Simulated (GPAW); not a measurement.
# Polarising N/Ta(100) with a field along the normal

The dipole of the cell at several fields, atoms fixed. What does the strongest field give, and what length does the slope stand for?

How it was computed: GPAW 26.7.0, plane waves (500 eV), PAW setups, PBE, 10×10 mesh, a dipole layer in the vacuum; geometry relaxed without an applied field with GPAW. The cell's area is 10.96 Å², and e/ε0 = 180.95 V Å.

Results, with one row withheld:

| field (V/Å) | dipole (e Å) |
| --- | --- |
| −0.2 | −0.1005 |
| −0.1 | −0.0374 |
| −0.05 | −0.0058 |
| 0.05 | 0.0574 |
| 0.1 | 0.0890 |
| 0.2 | 0.1524 |
| 0.3 | ? |

**Question.** What is the dipole at 0.3 V/Å?

**Working.** A line through the 6 points has the slope α = 0.632 e Å per V/Å and the intercept p₀ = 0.0259 e Å (r.m.s. residual 7.2e−05). At 0.3 V/Å it gives p = 0.0259 + 0.632 × 0.3 = 0.2155 e Å; the run gives 0.2160 e Å, so the response stays linear to 0.3 % of the induced part. Dividing by ε0 and the area: α/(ε0 A) = 0.632 × 180.95 / 10.96 = 10.44 Å, against 7.06 Å between the outer nuclei.

Caveats: This is the electronic response alone; ions that move would add to it in polar layers. No run was spin-polarised, so magnetic states weren't tested. Spin-orbit coupling is left out, which matters for the heavier atoms here.
